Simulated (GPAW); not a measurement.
**Ag2PdO2 (Immm): the Ag L₃ absorption edge**

How does the Ag L₃ edge of Ag2PdO2 (Immm) move when the bonds are compressed or stretched?

Program: GPAW 26.7.0. Level of theory: X-ray absorption from dipole matrix elements to empty bands, plane-wave PAW LDA. Results are calculated unless marked as measured.

### Step 1. Set-up

It takes space group Immm (No. 71, orthorhombic). The conventional cell has a = 3.008 Å, b = 4.555 Å, c = 9.898 Å, α = 90.00°, β = 90.00°, γ = 90.00°. Ag has 4 O at 2.28 to 2.65 Å nearest. Nearest to Pd lie 4 O at 2.03 Å. Nearest to O lie 2 Pd at 2.03 Å and 4 Ag at 2.28 to 2.65 Å. Farther neighbours and most contacts between anions are not listed.

### Step 2. The field without a hole

A plain self-consistent run shows whether there is a gap, which decides the set-up of the core-hole run.

scf.py reads:

```python
import numpy as np
from ase import Atoms
from ase.parallel import parprint, paropen
from gpaw import GPAW, PW, FermiDirac, Mixer, MixerDif, setup_paths
from gpaw.test import gen
setup_paths.insert(0, '.')
gen('Ag', name='nch2p', xcname='LDA', corehole=(2, 1, 0), write_xml=True)
from gpaw.mpi import world
world.barrier()

atoms = Atoms('Ag2PdO2',
    cell=[[-1.504015, 2.277615, 4.94885],
     [1.504015, -2.277615, 4.94885],
     [1.504015, 2.277615, -4.94885]],
    scaled_positions=[[0.64242, 0.64242, 0],
     [0.35758, 0.35758, 0],
     [0, 0, 0],
     [0.1373, 0.6373, 0.5],
     [0.8627, 0.3627, 0.5]],
    pbc=True)
atoms.calc = calc = GPAW(legacy_gpaw=True, mode=PW(500), xc='LDA', setups={0: 'nch2p'},
    kpts={'size': (8, 8, 8), 'gamma': True}, occupations=FermiDirac(0.05),
    charge=0, mixer=Mixer(0.1, 5, 50), maxiter=150,
    convergence={'density': 0.0001}, txt='scf.txt')
energy = atoms.get_potential_energy() + calc.get_reference_energy()
ef = calc.get_fermi_level()
out = dict(energy=energy, fermi=ef, forces=atoms.get_forces().tolist())
parprint(f'all-electron energy {energy:.4f} eV, Fermi level {ef:.4f} eV')
ev = np.array([[calc.get_eigenvalues(k, s) for k in range(len(calc.get_ibz_k_points()))] for s in range(calc.get_number_of_spins())])
out['homo'], out['lumo'], out['counts'] = ev[ev < ef].max(), ev[ev > ef].min(), sorted(set((ev < ef).sum((0, 2)).tolist()))
out['filled'] = (ev[:, 0] < ef).sum(1).tolist()
import json
with paropen('out.json', 'w') as f:
    json.dump(out, f)
```

Launch:

```bash
$ OMP_NUM_THREADS=1 mpirun -n 2 gpaw python scf.py
```

Numbers of over 12 decimals in the logs are rounded to 6 here.

What it wrote:

```text
Input parameters:
  convergence: {density: 0.0001}
  kpts: {gamma: True,
         size: (8, 8, 8)}
  maxiter: 150
  mixer: {backend: pulay,
          beta: 0.1,
          method: separate,
          nmaxold: 5,
          weight: 50}
  mode: {ecut: 500.0,
         name: pw}
  occupations: {fixmagmom: False,
                name: fermi-dirac,
                width: 0.05}
  setups: {0: nch2p}

Initialize ...

[... PAW data sets ...]

Reference energy: -430082.958741  # eV

Spin-paired calculation

[... convergence settings ...]
Symmetries present (total): 4
  [... symmetry matrices ...]

512 k-points: 8 x 8 x 8 Monkhorst-Pack grid + [1/16,1/16,1/16]
95 k-points in the irreducible part of the Brillouin zone
       k-points in crystal coordinates                weights
   0:     0.00000000    0.00000000    0.00000000          1/512
   1:     0.12500000   -0.12500000   -0.12500000          2/512
   2:     0.12500000   -0.12500000    0.00000000          4/512
   3:     0.12500000   -0.12500000    0.12500000          2/512
   4:     0.12500000    0.00000000   -0.12500000          4/512
   5:     0.12500000    0.00000000    0.00000000          4/512
   6:     0.12500000    0.12500000   -0.12500000          2/512
   7:     0.25000000   -0.25000000   -0.25000000          2/512
   8:     0.25000000   -0.25000000   -0.12500000          4/512
   9:     0.25000000   -0.25000000    0.00000000          4/512
          ...
  94:     0.50000000    0.50000000    0.50000000          1/512

Wave functions: Plane wave expansion
  Cutoff energy: 500.000 eV
  Number of coefficients (min, max): 1702, 1741
  Pulay-stress correction: 0.000000 eV/Ang^3 (de/decut=0.000000)
  Using FFTW library
  Wavefunction extrapolation:
    Improved wavefunction reuse through dual PAW basis

Occupation numbers: Fermi-Dirac:
  width: 0.0500  # eV

Eigensolver
   Davidson(niter=2)

Densities:
  Coarse grid: 30*30*30 grid
  Fine grid: 60*60*60 grid
  Total Charge: 0.000000

Density mixing:
  Method: separate
  Backend: pulay
  Linear mixing parameter: 0.1
  old densities: 5
  Width of damping distribution: 1.1
  Damping of long wavelength oscillations: 50

[... Hamiltonian set-up ...]
Number of atoms: 5
Number of atomic orbitals: 44
Number of bands in calculation: 42
Number of valence electrons: 62
Bands to converge: occupied

... initialized

Initializing position-dependent things.

Density initialized from atomic densities
Creating initial wave functions:
  42 bands from LCAO basis set

       Ag

         O

       Ag

           O
       Pd

Atomic positions and initial magnetic moments

Positions:
   0 Ag    -0.000000   -0.000000    6.358480    ( 0.0000,  0.0000,  0.0000)
   1 Ag     0.000000   -0.000000    3.539220    ( 0.0000,  0.0000,  0.0000)
   2 Pd     0.000000    0.000000    0.000000    ( 0.0000,  0.0000,  0.0000)
   3 O      1.504015    0.000000    1.358954    ( 0.0000,  0.0000,  0.0000)
   4 O      0.000000    2.277615    3.589896    ( 0.0000,  0.0000,  0.0000)

Unit cell:
           periodic     x           y           z      points  spacing
  1. axis:    yes   -1.504015    2.277615    4.948850    30     0.1379
  2. axis:    yes    1.504015   -2.277615    4.948850    30     0.0959
  3. axis:    yes    1.504015    2.277615   -4.948850    30     0.0837

  Lengths:   5.651611   5.651611   5.651611
  Angles:  149.132798 132.467936  57.755303

Effective grid spacing dv^(1/3) = 0.1359

iter:   1   -32.234307
iter:   2   -26.637348   -1.06  -1.24
iter:   3   -25.280470   -1.35  -1.44
iter:   4   -25.088287   -2.18  -1.65
iter:   5   -24.997618   -2.40  -1.81
iter:   6   -24.942321   -2.47  -2.17
iter:   7   -24.934393   -3.47  -2.62
iter:   8   -24.929186c  -3.83  -2.75
iter:   9   -24.928709c  -4.74  -3.18
iter:  10   -24.928694c  -5.54  -3.30
iter:  11   -24.928613c  -5.53  -3.40
iter:  12   -24.928607c  -6.40  -3.82
iter:  13   -24.928602c  -6.61  -3.96
iter:  14   -24.928602c  -7.26  -4.40c
iter:  15   -24.928602c  -7.52c -4.50c

Converged after 15 iterations.

Dipole moment: (-0.000000, 0.000000, -0.000000) |e|*Ang

Energy contributions relative to reference atoms: (reference = -430082.958741)

Kinetic:         +8.543533
Potential:      -13.834744
External:        +0.000000
XC:             -19.477389
Entropy (-ST):   -0.004300
Local:           -0.157851
SIC:             +0.000000
--------------------------
Free energy:    -24.930752
Extrapolated:   -24.928602

Showing only first 2 kpts
 Kpt  Band  Eigenvalues  Occupancy
  0    29      4.85674    2.00000
  0    30      5.89316    2.00000
  0    31      6.56731    1.82336
  0    32      8.54448    0.00000

  1    29      5.38570    2.00000
  1    30      5.39985    2.00000
  1    31      7.65135    0.00000
  1    32      7.88480    0.00000

Fermi level: 6.68403

No gap
No difference between direct/indirect transitions

Forces in eV/Ang:
  0 Ag    0.00000    0.00000   -0.15877
  1 Ag    0.00000    0.00000    0.15877
  2 Pd    0.00000    0.00000    0.00000
  3 O     0.00000    0.00000    0.01892
  4 O     0.00000    0.00000   -0.01892
Scalar-relativistic atomic LDA calculation for Ag (Silver, Z=47)
Core hole in 2p state (2p occupation: 6.0)
750 radial gridpoints.
|------------------------------------------------|
|------------------------------------------------|
[... the atom generator's iteration count ...]

Energy contributions:
-------------------------
Kinetic:    +5510.000836
XC:          -144.101411
Potential: -10674.873107
-------------------------
Total:      -5308.973682

state      eigenvalue         ekin         rmax
-----------------------------------------------
1s^2.0 :  -928.776947  1179.357643        0.020
2s^2.0 :  -136.824728   242.894140        0.114
2p^6.0 :  -122.903624   232.029195        0.091
3s^2.0 :   -25.066491    67.390895        0.333
3p^6.0 :   -20.478896    62.614659        0.326
3d^10.0:   -13.189680    56.492786        0.273
4s^2.0 :    -3.490816    17.123243        0.822
4p^6.0 :    -2.156374    14.169811        0.875
4d^10.0:    -0.281652     7.720670        1.037
5s^1.0 :    -0.173029     1.452445        2.486
5p^0.0 :    -0.031010     0.511555        3.670
-----------------------------------------------
(units: Bohr and Hartree)

Generating PAW setup
Kinetic energy of the core from tauc = 5480.834994470543
Cutoffs:
rc(s)=2.430
rc(p)=2.510
rc(d)=2.230
rc(vbar)=2.460
rc(comp)=2.370
rc(nct)=2.510

Kinetic energy of the core states: 5346.322821
Charge: 0.0
Core electrons: 30.0
Valence electrons: 17.0
Pseudo-core charge: 0.069447
Shape function alpha=1.780
Pseudo-electron charge 6.189384
state    eigenvalue         norm
--------------------------------
5s(1) :    -0.173029     1.052842
*s    :     0.826971
4p(6) :    -2.156374     0.098157
5p(0) :    -0.031010     1.000632
4d(10):    -0.281652     0.447815
*d    :     0.718348
--------------------------------

Diagonalizing with gridspacing h=0.050

state   all-electron     PAW
-------------------------------
5s:      -0.173029    -0.173164
4p:      -2.156374    -2.156890
4d:      -0.281652    -0.282465
*f:                    0.070818
-------------------------------
all-electron energy -430107.8873 eV, Fermi level 6.6840 eV
```

Run time: 2 min. Hardware: 2 MPI ranks of Arm Neoverse V2, shared host; peak memory 0.32 GiB; 3.9 min of CPU time.

The mesh shows no gap, so the system is treated as a metal and the core electron is put at the Fermi level (neutral cell).

### Step 3. Reference energy of the supercell

The photon energy needs a difference of total energies, so the cell and mesh of the coming hole run are first run without a hole.

scf.py, as its differences from that of step 2:

```diff
@@ -10,14 +10,19 @@
 
-atoms = Atoms('Ag2PdO2',
-    cell=[[-1.504015, 2.277615, 4.94885],
-     [1.504015, -2.277615, 4.94885],
-     [1.504015, 2.277615, -4.94885]],
-    scaled_positions=[[0.64242, 0.64242, 0],
-     [0.35758, 0.35758, 0],
+atoms = Atoms('Ag4Pd2O4',
+    cell=[[3.00803, -4.55523, 0],
+     [3.00803, 4.55523, 0],
+     [-1.504015, 2.277615, 4.94885]],
+    scaled_positions=[[0.64242, 0, 0.28484],
+     [0.14242, 0.5, 0.28484],
+     [0.35758, 0, 0.71516],
+     [0.85758, 0.5, 0.71516],
      [0, 0, 0],
-     [0.1373, 0.6373, 0.5],
-     [0.8627, 0.3627, 0.5]],
+     [0.5, 0.5, 0],
+     [0.3873, 0.25, 0.2746],
+     [0.8873, 0.75, 0.2746],
+     [0.1127, 0.25, 0.7254],
+     [0.6127, 0.75, 0.7254]],
     pbc=True)
 atoms.calc = calc = GPAW(legacy_gpaw=True, mode=PW(500), xc='LDA', setups={0: 'nch2p'},
-    kpts={'size': (8, 8, 8), 'gamma': True}, occupations=FermiDirac(0.05),
+    kpts={'size': (4, 3, 4), 'gamma': True}, occupations=FermiDirac(0.1),
     charge=0, mixer=Mixer(0.1, 5, 50), maxiter=150,
```

What it wrote:

```text
Input parameters:
  convergence: {density: 0.0001}
  kpts: {gamma: True,
         size: (4, 3, 4)}
  maxiter: 150
  mixer: {backend: pulay,
          beta: 0.1,
          method: separate,
          nmaxold: 5,
          weight: 50}
  mode: {ecut: 500.0,
         name: pw}
  occupations: {fixmagmom: False,
                name: fermi-dirac,
                width: 0.1}
  setups: {0: nch2p}

Initialize ...

[...]
*s    :     0.826971
4p(6) :    -2.156374     0.098157
5p(0) :    -0.031010     1.000632
4d(10):    -0.281652     0.447815
*d    :     0.718348
--------------------------------

Diagonalizing with gridspacing h=0.050

state   all-electron     PAW
-------------------------------
5s:      -0.173029    -0.173164
4p:      -2.156374    -2.156890
4d:      -0.281652    -0.282465
*f:                    0.070818
-------------------------------
all-electron energy -860215.7688 eV, Fermi level 6.7432 eV
[key lines of the parts left out:]
Converged after 16 iterations.
Dipole moment: (-0.000000, 0.000000, 0.000000) |e|*Ang
Free energy:    -49.871145
Fermi level: 6.74316
```

It took 70 s on 2 MPI ranks; peak memory 0.31 GiB; 2.3 min of CPU time.

Reference energy: -860215.769 eV with the cores included.

(Continued in part 2 of 3.)

[Banner, clock and machine lines of the logs are left out without a mark of their own.]

[Logs are printed without paths, hosts, clocks, repeated set-up lines and the standing remarks that a program may print on its own settings, such as how far it seeks lower states.]

[Hosts, paths, dates, database ids (printed as entryN), source tags and the programs' standing remarks are cut or masked in the printed files.]

[Lists of maxima count a maximum above −3 eV only where it reaches 4 % of the highest in the window and stands out from its surroundings by 2 % of it (1.5 % where it reaches 55 %); shoulders and weaker maxima are passed over, and of the rest the first, up to two pre-edge ones and the few strongest are named.]
